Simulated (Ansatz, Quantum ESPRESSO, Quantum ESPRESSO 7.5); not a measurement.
# H-GaN-H chair, 1 layer: biaxial strain by an ASE script

Wanted: deformation of the bands of H-GaN-H chair, 1 layer, driven from Python.

Method: plane-wave DFT, PBE, GBRV ultrasoft pseudopotentials (geometry by Ansatz 0.2.0 with PAW datasets; geometry under PBE), in Quantum ESPRESSO 7.5.

**1. The starting structure**

The cell holds 4 atoms: 2 H, 1 N and 1 Ga. Its edges and angles: a = 3.184 Å, b = 3.184 Å, c = 18.193 Å, α = 90.0°, β = 90.0°, γ = 120.0°. Vacuum lies along c.

This sheet is a model structure: its symmetry is held, and its stability is not tested here.

**2. Geometry from Ansatz**

A relaxation in Ansatz fixes the structure of this slab for the runs on it.

input.yaml

```yaml
crystal:
  lattice:
    - [3.1845, 0.0, 0.0]
    - [-1.59225, 2.7578578984, 0.0]
    - [0.0, 0.0, 18.1933333333]
  atoms:
    - { symbol: H, position: [0.6666666667, 0.3333333333, 0.4122389154] }
    - { symbol: "N", position: [0.6666666667, 0.3333333333, 0.4683034078] }
    - { symbol: Ga, position: [0.3333333333, 0.6666666667, 0.5036643459] }
    - { symbol: H, position: [0.3333333333, 0.6666666667, 0.5877610846] }
kpoints:
  mp_grid: { grid: [12, 12, 1] }
hamiltonian:
  xc: pbe
scf:
  occupations: { method: fermi_dirac, width: 0.05 }
  convergence: { dr2_threshold: 1.0e-08 }
efield:
  axis: 3
  dipole_correction: true
  ramp_position: 0.97
  ramp_width: 0.04
relax:
  f_tol: 0.01
  cell: { fix: [c, alpha, beta] }
output:
  write_potential: true
  write_density: true
  volumetric_format: npy
```

Run with:

```bash
$ ansatz run input.yaml --threads 2 --pin off --max-ram 4096MiB --backend cpu --events-out ev --progress --plain --runs-dir out
```

Numbers of over 12 decimals in the logs are rounded to 6 here.

Log:

```text
Warning: relax.cell: scf.convergence.dr2_threshold = 1e-8 eV is looser than the 4e-10 eV advised for a relaxation that steers and ends on the stress (1e-10 eV for each atom of the cell: 4). What an SCF threshold leaves in a stress goes as its square root, and in the free energy as the threshold itself, and one threshold admits the most on a small cell: [figures from the program's tests cut] Set scf.convergence.dr2_threshold to 4e-10 eV or tighter. The threshold is an SCF's pass mark: one that does not reach it within its budget of iterations ends unconverged, or closes short of it on a stop that the run arms, and scf.convergence.dr2_threshold's page says what that costs each kind of run
Engine: ansatz 0.2.0, aarch64-unknown-linux-gnu
Pseudopotentials: kind: paw
Pseudopotential: H, paw, valence charge 1, recommended cutoff 420 eV (normal), H.paw.azcp
Pseudopotential: N, paw, valence charge 5, recommended cutoff 420 eV (normal), N.paw.azcp
Pseudopotential: Ga, paw, valence charge 13, recommended cutoff 420 eV (normal), Ga.paw.azcp
Functional definition: PBE
  parameter kappa = 0.804
  parameter beta = 0.066725
  exchange = pbe_x(kappa = kappa, mu = beta*pi^2/3)
  correlation = pbe_c(beta = beta)
Crystal: 4 atoms, lattice volume = 159.781 Å³
Basis set: ecut = 420 eV, 3145 PW (Γ), exchange–correlation on 48×48×250 points (8 copies of the dense FFT grid, shifted against one another)
Bands: 14, of which v1, the nominal top of the filled ones, is band 10 counted from 1 (9 counted from 0)
Symmetry: 6 space group operations
Space group: P3m1 (ITA 156), of the structure as read, at distance tolerance 5.4e-5 Å
k-points: 19 of 144 (time reversal used)
Non-local potential: H, projectors of the file, l = 0: 2, l = 1: 1
Non-local potential: N, projectors of the file, l = 0: 2, l = 1: 2, l = 2: 1
Non-local potential: Ga, projectors of the file, l = 0: 2, l = 1: 2, l = 2: 3, l = 3: 1
PAW form: soft (Blöchl's): semilocal exchange-correlation on the pseudo side does not see the compensation charge
PAW one-centre angular grid: H, 110 points (default); XC on 64 Gauss nodes
PAW one-centre angular grid: N, 110 points (default); XC on 64 Gauss nodes
PAW one-centre angular grid: Ga, 590 points (default); XC on 64 Gauss nodes
Initial density: superposition of atomic densities (neutral atoms: chi_scale 0, normalization atom), corrected by the library's trained network
Initial wavefunctions: pseudopotential atomic-orbital guess
Functional: x = pbe(κ = 0.804, μ = 0.219515), c = pbe(β = 0.066725)
SCF iter   1: F=—  HF=-4199.554209 eV  |F-HF|=—  |Δ(HF+E_count)|=         —  Δρ=1.66e-3  dr2=6.20e-3  ethr=1.77e-3  p=-0.153 e·Å  D=-1.73e-1 V/Å  ΔV_dip=3.15 eV  dr2_dipole=1.55e-3  V_vac-E_F(+/−)=6.19/3.04 eV  ⟨swp⟩=6.6  Hψ=1719  notcnv=0
efield: sawtooth ramp at fractional position 0.9700 (set: `efield.ramp_position`, or a place that a band, a saddle search or an elastic batch's reference lends), width 0.0400; the density the first Hamiltonian is built on has a dipole p = -0.153 e·Å; the dipole correction subtracts the counter field D = -1.73e-1 V/Å, which shifts the + side's vacuum level by +3.15 eV against the − side's; the planar-averaged density in the ramp window peaks in size at 2.8e-5 e/Å³
preconditioner: auto → none  [insulator: Δε(μ)=3.082 eV  Ē_g=15.673 eV  σ=0.050 eV  W_gap=1.00  n_scr=10 (ndim 8)  ℏωp=13.1 eV  f_vac=0.714  D(μ)=0.00/eV (n_scr^D=0)  ε∞_Penn≈1.7]
SCF iter   2: F=—  HF=-4199.555109 eV  |F-HF|=—  |Δ(HF+E_count)|=   8.99e-4  Δρ=1.02e-3  dr2=2.60e-3  ethr=3.10e-5  p=-0.179 e·Å  D=-2.03e-1 V/Å  ΔV_dip=3.69 eV  dr2_dipole=1.21e-5  V_vac-E_F(+/−)=6.45/2.76 eV  ⟨swp⟩=2.1  Hψ=596  notcnv=0
SCF iter   3: F=—  HF=-4199.555357 eV  |F-HF|=—  |Δ(HF+E_count)|=   2.48e-4  Δρ=4.24e-4  dr2=1.01e-3  ethr=1.30e-5  p=-0.177 e·Å  D=-2.00e-1 V/Å  ΔV_dip=3.64 eV  dr2_dipole=3.74e-4  V_vac-E_F(+/−)=6.33/2.69 eV  ⟨swp⟩=2.3  Hψ=459  notcnv=0
SCF iter   4: F=—  HF=-4199.555168 eV  |F-HF|=—  |Δ(HF+E_count)|=   1.88e-4  Δρ=9.50e-5  dr2=1.24e-5  ethr=5.05e-6  p=-0.187 e·Å  D=-2.12e-1 V/Å  ΔV_dip=3.85 eV  dr2_dipole=2.16e-7  V_vac-E_F(+/−)=6.45/2.59 eV  ⟨swp⟩=2.1  Hψ=406  notcnv=0
SCF iter   5: F=—  HF=-4199.555188 eV  |F-HF|=—  |Δ(HF+E_count)|=   1.93e-5  Δρ=3.75e-5  dr2=1.29e-6  ethr=6.18e-8  p=-0.188 e·Å  D=-2.12e-1 V/Å  ΔV_dip=3.87 eV  dr2_dipole=1.40e-9  V_vac-E_F(+/−)=6.46/2.59 eV  ⟨swp⟩=2.0  Hψ=496  notcnv=0
SCF iter   6: F=—  HF=-4199.555155 eV  |F-HF|=—  |Δ(HF+E_count)|=   3.24e-5  Δρ=1.02e-5  dr2=1.08e-7  ethr=6.44e-9  p=-0.188 e·Å  D=-2.13e-1 V/Å  ΔV_dip=3.87 eV  dr2_dipole=4.14e-9  V_vac-E_F(+/−)=6.46/2.59 eV  ⟨swp⟩=2.1  Hψ=466  notcnv=0
SCF iter   7: F=—  HF=-4199.555156 eV  |F-HF|=—  |Δ(HF+E_count)|=   2.25e-7  Δρ=3.56e-6  dr2=1.07e-8  ethr=5.42e-10  p=-0.188 e·Å  D=-2.13e-1 V/Å  ΔV_dip=3.87 eV  dr2_dipole=1.11e-11  V_vac-E_F(+/−)=6.46/2.59 eV  ⟨swp⟩=2.0  Hψ=437  notcnv=0
SCF iter   8: F=-4199.555156 eV  HF=-4199.555156 eV  |F-HF|=3.55e-9  |Δ(HF+E_count)|=   1.73e-8  Δρ=1.68e-6  dr2=4.65e-9  ethr=5.00e-11  p=-0.188 e·Å  D=-2.13e-1 V/Å  ΔV_dip=3.87 eV  dr2_dipole=1.64e-10  V_vac-E_F(+/−)=6.46/2.59 eV  ⟨swp⟩=8.9  Hψ=1646  notcnv=0
SCF 1 converged in 8 iterations: F = -4199.555156 eV  dr2 = 4.65e-9
  greatest PAW one-centre occupation: 0.995 electrons in one spin orbital (limit 2), on the Ga atom at site 2 (counted from 0), in its partial waves of l = 2
relax step   1: F+E_penalty+E_count = -4199.55515553 eV  Δ(F+E_penalty+E_count) = +0.000e0 eV  max|allowed force component| = 9.739e-1 eV/Å  Δτ_max = 0.0000 Å  P = +1.588 GPa  Ω = 159.781 Å³  fix = [c, alpha, beta]  reactions: c +1.708 GPa  (8 SCF iters, accepted)
Crystal: 4 atoms, lattice volume = 159.831 Å³
Initial density: handed on by an earlier stage of this run
Initial wavefunctions: those handed on with the density
iter 1 solved again at ethr=2.96e-4 eV; its pass at ethr=3.10e-3 eV (dr2=5.91e-2 eV) is discarded
SCF iter   1: F=—  HF=-4199.631399 eV  |F-HF|=—  |Δ(HF+E_count)|=         —  Δρ=5.42e-3  dr2=5.83e-2  ethr=2.96e-4  p=-0.188 e·Å  D=-2.13e-1 V/Å  ΔV_dip=3.87 eV  dr2_dipole=7.48e-3  V_vac-E_F(+/−)=6.36/2.49 eV  ⟨swp⟩=1.1  Hψ=1836  notcnv=0
[...]
relax step   4: F+E_penalty+E_count = -4199.62211614 eV  Δ(F+E_penalty+E_count) = -8.336e-5 eV  max|allowed force component| = 4.106e-3 eV/Å  Δτ_max = 0.0015 Å  P = +0.007 GPa  Ω = 163.617 Å³  energy of the carried Pulay correction = -2.387e-3 eV  fix = [c, alpha, beta]  reactions: c +0.002 GPa  (6 SCF iters, accepted)
Initial wavefunctions: pseudopotential atomic-orbital guess (no wavefunctions were taken with the density)
iter 1 solved again at ethr=1.44e-7 eV; its pass at ethr=3.10e-3 eV (dr2=2.88e-5 eV) is discarded
SCF iter   1: F=—  HF=-4199.620857 eV  |F-HF|=—  |Δ(HF+E_count)|=         —  Δρ=2.15e-4  dr2=2.83e-6  ethr=1.44e-7  p=-0.164 e·Å  D=-1.81e-1 V/Å  ΔV_dip=3.30 eV  dr2_dipole=3.19e-8  V_vac-E_F(+/−)=5.96/2.67 eV  ⟨swp⟩=3.7  Hψ=2411  notcnv=0
efield: sawtooth ramp at fractional position 0.9700 (set: `efield.ramp_position`, or a place that a band, a saddle search or an elastic batch's reference lends), width 0.0400; the density the first Hamiltonian is built on has a dipole p = -0.164 e·Å; the dipole correction subtracts the counter field D = -1.81e-1 V/Å, which shifts the + side's vacuum level by +3.30 eV against the − side's; the planar-averaged density in the ramp window peaks in size at 1.0e-5 e/Å³
preconditioner: auto → none  [insulator: Δε(μ)=2.949 eV  Ē_g=15.327 eV  σ=0.050 eV  W_gap=1.00  n_scr=10 (ndim 8)  ℏωp=13.0 eV  f_vac=0.712  D(μ)=0.00/eV (n_scr^D=0)  ε∞_Penn≈1.7]
SCF iter   2: F=—  HF=-4199.623454 eV  |F-HF|=—  |Δ(HF+E_count)|=   2.60e-3  Δρ=1.08e-4  dr2=1.04e-6  ethr=1.41e-8  p=-0.164 e·Å  D=-1.81e-1 V/Å  ΔV_dip=3.29 eV  dr2_dipole=6.03e-8  V_vac-E_F(+/−)=5.95/2.66 eV  ⟨swp⟩=2.6  Hψ=539  notcnv=0
SCF iter   3: F=—  HF=-4199.624620 eV  |F-HF|=—  |Δ(HF+E_count)|=   1.17e-3  Δρ=4.28e-5  dr2=5.31e-7  ethr=5.18e-9  p=-0.164 e·Å  D=-1.81e-1 V/Å  ΔV_dip=3.30 eV  dr2_dipole=7.82e-8  V_vac-E_F(+/−)=5.95/2.65 eV  ⟨swp⟩=3.1  Hψ=530  notcnv=0
SCF iter   4: F=—  HF=-4199.624949 eV  |F-HF|=—  |Δ(HF+E_count)|=   3.28e-4  Δρ=7.94e-6  dr2=4.30e-8  ethr=2.65e-9  p=-0.164 e·Å  D=-1.81e-1 V/Å  ΔV_dip=3.29 eV  dr2_dipole=5.08e-9  V_vac-E_F(+/−)=5.94/2.65 eV  ⟨swp⟩=2.7  Hψ=491  notcnv=0
iter 5 met the thresholds in force, and the SCF goes on: an eigenvalue changes by 13.71 meV, over its tolerance of 3.16 meV (output.eigenvalues, Limitations)
SCF iter   5: F=-4199.624973 eV  HF=-4199.624971 eV  |F-HF|=2.38e-6  |Δ(HF+E_count)|=   2.24e-5  Δρ=2.13e-6  dr2=3.24e-9  ethr=5.00e-11  p=-0.164 e·Å  D=-1.81e-1 V/Å  ΔV_dip=3.30 eV  dr2_dipole=1.31e-10  V_vac-E_F(+/−)=5.94/2.65 eV  ⟨swp⟩=8.9  Hψ=2102  notcnv=0
iter 6 met the thresholds in force, and the SCF goes on: an eigenvalue changes by 4.10 meV, over its tolerance of 3.16 meV (output.eigenvalues, Limitations)
SCF iter   6: F=-4199.624973 eV  HF=-4199.624973 eV  |F-HF|=4.05e-7  |Δ(HF+E_count)|=   1.98e-6  Δρ=6.40e-7  dr2=3.18e-10  ethr=1.62e-11  p=-0.164 e·Å  D=-1.81e-1 V/Å  ΔV_dip=3.30 eV  dr2_dipole=7.54e-12  V_vac-E_F(+/−)=5.94/2.65 eV  ⟨swp⟩=7.8  Hψ=1880  notcnv=0
Mixer restart at iter 6: flushing history
SCF iter   7: F=-4199.624973 eV  HF=-4199.624973 eV  |F-HF|=3.80e-10  |Δ(HF+E_count)|=   4.06e-7  Δρ=2.80e-7  dr2=3.42e-10  ethr=1.59e-12  p=-0.164 e·Å  D=-1.81e-1 V/Å  ΔV_dip=3.30 eV  dr2_dipole=6.05e-11  V_vac-E_F(+/−)=5.94/2.65 eV  ⟨swp⟩=6.5  Hψ=1711  notcnv=0
SCF 5 converged in 7 iterations: F = -4199.624973 eV  dr2 = 3.42e-10
relax step   5: F+E_penalty+E_count = -4199.62497339 eV  Δ(F+E_penalty+E_count) = -2.857e-3 eV  max|allowed force component| = 3.343e-3 eV/Å  Δτ_max = 0.0000 Å  P = +0.028 GPa  Ω = 163.617 Å³  fix = [c, alpha, beta]  reactions: c +0.003 GPa  stress off target by 4.06e-2 GPa on what of the cell is left free  SCF on the basis re-selected at this cell (its energy is not comparable with the rows above)  (7 SCF iters)
basis re-selected at this cell: Δ(F+E_penalty+E_count) = -2.857e-3 eV, ΔP = +0.021 GPa vs the last step (what re-selecting the basis moved, of the pressure what is left beyond the Pulay correction that the steps carried, after the strain that the cell walked since its last selection, with what the two solves' SCF thresholds leave and, on support functions, any second-order correction that the steps lacked; it is no m [...]
WARN: The output density's exchange-correlation potential varies sharply where the density is thin. Do not read a vacuum level from v_tot or v_xc, or from such a field of the output density. On a cell that repeats whose density bears no net charge and no dipole along the vacuum's axis use v_es (v_loc + v_h of the components); under efield.dipole_correction with no amplitude use v_es + v_field, which holds any externa [...]
SCF converged after 7 iterations
an eigenvalue changed by more than its tolerance at an iteration that met the thresholds in force, so the SCF went on 2 times, its first undamped step at iteration 6: the last check found none over its tolerance
Free energy (F): -4199.624973 eV
Harris-Foulkes:  -4199.624973 eV  (|F-HF|=3.80e-10)
Internal energy: -4199.624973 eV  (E = F + TS)
E sigma→0 (E₀):  -4199.624973 eV
Fermi energy:    -1.997589 eV
Dipole field:    D = -0.181123 V/Å  (p = -0.163772 e·Å, saw-weighted, corrected)
Work function:   Φ+ = 5.9434 eV   Φ− = 2.6483 eV
Levels:          The Fermi level and band energies are counted from a zero that moves with the ramp; work functions are not
--- Per-component energies (eV) ---
  E_band       = -246.278467
  E_kinetic    = 273.377937
  E_local      = -11218.516605  (includes V_loc(G=0)·N_el)
  E_nonlocal   = 475.665602
  E_hartree    = 5407.272692
  E_xc         = -146.052292
  E_vxc        = -156.163647  (∫ρ·V_xc dr)
  E_paw        = -2119.590022  (= ΣΔE_a)
  E_vpaw       = -435.550269  (= ΣTr[D̂ρ^β])
  E_aug_tail   = -0.002476  (compensation charges beyond the density's cutoff)
  E_efield     = 0.014831  (sawtooth field / dipole correction)
  E_vefield    = 0.366523  (∫n·V_field dr)
  E_ewald      = 3128.205360
  E_smearing   = -0.000000  (= −TS)
  E_closure    = -0.000000  (closes the sum)
  Σ components = -4199.624973   (vs F -4199.624973, Δ=0.00e0)
--- Forces (eV/Å), atoms counted from 1 ---
  atom   1  H     -0.00000000     0.00000000    -0.00332819
  atom   2  N     -0.00000000     0.00000000     0.00090475
  atom   3  Ga    -0.00000000     0.00000000     0.00311733
  atom   4  H      0.00000000    -0.00000000    -0.00063661
  max |Σ_I F_I| component: 5.73e-5 eV/Å
--- Stress (GPa, compression-positive) ---
        0.040601       0.000000       0.000000
       -0.000000       0.040601       0.000000
        0.000000       0.000000       0.003486
  P = ⅓ Tr σ = 0.0282 GPa (0.282 kbar)
--- Band table (eV; the first three rows and the last of 19) ---
  k-point 0: bands = [... 6 lower, -10.1147, -5.2029, -3.5149, -3.5149, -0.5320, 0.9171, 1.8379, 3.2411]
  k-point 1: bands = [... 6 lower, -10.0561, -5.1909, -3.9312, -3.6068, -0.3009, 1.1483, 2.0113, 3.3487]
  k-point 2: bands = [... 6 lower, -9.8900, -5.3766, -4.5972, -3.8478, 0.1703, 1.6933, 2.4916, 3.6500]
  k-point 18: bands = [... 6 lower, -8.5054, -7.9860, -6.7009, -4.0546, 3.0310, 3.8967, 5.0618, 5.1681]
--- Relaxed structure (4 steps of the walk, 4 accepted, 1 SCFs on fresh bases) ---
  F+E_penalty+E_count = -4199.62497339 eV   max|allowed force component| = 3.343e-3 eV/Å   (the final SCF, on the basis selected at the relaxed cell)
  cell:  # Å, volume = 163.6170 Å³
    - [3.222498, 0, 0]
    - [-1.611249, 2.790766, 0]
    - [0, 0, 18.1933333333]
  atoms:
    - { symbol: H, position: [0.666667, 0.333333, 0.409745] }
    - { symbol: N, position: [0.666667, 0.333333, 0.466073] }
    - { symbol: Ga, position: [0.333333, 0.666667, 0.505497] }
    - { symbol: H, position: [0.333333, 0.666667, 0.590653] }
```

The job ended after 9.7 s (2 threads of Arm Neoverse V2, shared host; peak memory 0.38 GiB).

Step by step:

```csv
step,energy less that of the first step (eV),largest force component (eV/Å),pressure (GPa),volume (Å³)
1,0.0000,0.9739,1.59,159.78
2,-0.0603,0.1634,0.56,159.83
3,-0.0669,0.0258,0.15,162.49
4,-0.0670,0.0041,0.01,163.62
5*,-0.0698,0.0033,0.03,163.62
```

Relaxation steps marked * repeat the geometry before them on a plane-wave basis chosen anew for their cell, so energy and pressure can jump there.

```csv
cell as run,before,after,change
a (Å),3.184,3.222,+1.2 %
b (Å),3.184,3.222,+1.2 %
```

The atoms that moved most (Å, along periodic axes as changes of fractional coordinates times the final cell, across vacuum about the mean position):

```csv
atom,dx,dy,dz,length
H4,0.000,0.000,0.053,0.053
H1,0.000,0.000,-0.045,0.045
N2,0.000,0.000,-0.041,0.041
Ga3,0.000,0.000,0.033,0.033
```

Final coordinates:

```xyz
4
Lattice="3.2225 0.0000 0.0000 -1.6112 2.7908 0.0000 0.0000 0.0000 18.1933" Properties=species:S:1:pos:R:3
H     1.6112    0.9303    7.4546
N     1.6112    0.9303    8.4794
Ga    0.0000    1.8605    9.1967
H     0.0000    1.8605   10.7459
```

Read from the output:

- free energy: -4199.6250 eV
- Fermi energy: -1.998 eV
- gap by band count: 2.983 eV
- symmetry operations: 6
- dipole along the normal: -0.1638 e·Å
- vacuum level at the upper face over a Fermi level inside the gap: 5.943 eV
- vacuum level at the lower face over a Fermi level inside the gap: 2.648 eV

(Part 1 of 2 ends here.)

[Logs are printed without paths, hosts, clocks, repeated set-up lines and the standing remarks that a program may print on its own settings, such as how far it seeks lower states.]

[Hosts, paths, dates, database ids (printed as entryN), source tags and the programs' standing remarks are cut or masked in the printed files.]

[Maps of the electrostatic potential energy from Ansatz leave out the sawtooth potential of an applied field or a dipole correction, so their vacuum need not be flat; planar profiles and work functions include it.]
